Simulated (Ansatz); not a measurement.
In doubt: masses and optical values from hybrid runs of this build are listed as unsure (in some of the runs), which bears on the screening that GW takes from such a start.

Na3MoO4Cl (P4/nmm), computed twice by G0W0.

Symmetry: P4/nmm, No. 129, tetragonal system. The conventional cell has a = 7.494 Å, b = 7.494 Å, c = 5.341 Å, α = 90.00°, β = 90.00°, γ = 90.00°. Nearest to Na lie 4 O at 2.50 Å and 2 Cl at 2.78 Å. Nearest to Na lie 4 O at 2.35 Å and 2 Cl at 2.58 to 2.76 Å. Nearest to Mo lie 4 O at 1.78 Å. Nearest to Cl lie 6 Na at 2.58 to 2.78 Å. Nearest to O lie 1 Mo at 1.78 Å and 3 Na at 2.35 to 2.50 Å. Farther neighbours and most contacts between anions are not listed.

```xyz
18
Lattice="7.4942 0.0000 0.0000 0.0000 7.4942 0.0000 0.0000 0.0000 5.3409" Properties=species:S:1:pos:R:3 pbc="T T T"
Na    5.6207    5.6207    0.0000
Na    5.6207    1.8735    0.0000
Na    1.8735    1.8735    0.0000
Na    1.8735    5.6207    0.0000
Na    3.7471    0.0000    3.4124
Na    0.0000    3.7471    1.9285
Mo    0.0000    0.0000    2.6705
Mo    3.7471    3.7471    2.6705
Cl    3.7471    0.0000    0.8302
Cl    0.0000    3.7471    4.5107
O     6.0723    0.0000    3.7412
O     3.7471    2.3252    3.7412
O     1.4219    0.0000    3.7412
O     3.7471    5.1690    3.7412
O     2.3252    3.7471    1.5997
O     0.0000    1.4219    1.5997
O     5.1690    3.7471    1.5997
O     0.0000    6.0723    1.5997
```

Geometry: measured cell, ions relaxed with PBE. The runs that relaxed it are not among those shown.

The first (Ansatz 0.2.0; start PBE, 2×2×4 mesh, 1009 empty bands, screening to 130 eV, PAW set soft_1 files; 1 × NVIDIA H100 80GB HBM3 (shared by 6 runs) with 2 threads of AMD EPYC 7R13 (Zen 3), shared host) gave, on its mesh: starting gap 4.31 eV, G0W0 gap 7.08 eV, RPA ε∞ (mean) 2.52, 54 s.

**Question.** The second changes start from PBE to HSE06. What does it give?

It gave: starting gap 5.80 eV, G0W0 gap 7.64 eV, RPA ε∞ (mean) 2.27, 3.1 min. The G0W0 gap moves by +0.55 eV, +1.49 eV from the start and −0.94 eV from the correction.

Limits: not at the basis limit; no spin-orbit coupling; coarse k mesh.

[Paths, hosts, dates, memory and timing lines, banners, echoed tables and standing remarks are left out of the program output.]

[Logs are printed without paths, hosts, clocks, repeated set-up lines and the standing remarks that a program may print on its own settings, such as how far it seeks lower states.]

[Runs of the session that timed out or met a known fault of the program may be left out.]

[Cells called generated may have been cut or substituted from an entry of the Crystallography Open Database or the Materials Project.]

[Hosts, paths, dates, database ids (printed as entryN), source tags and the programs' standing remarks are cut or masked in the printed files.]
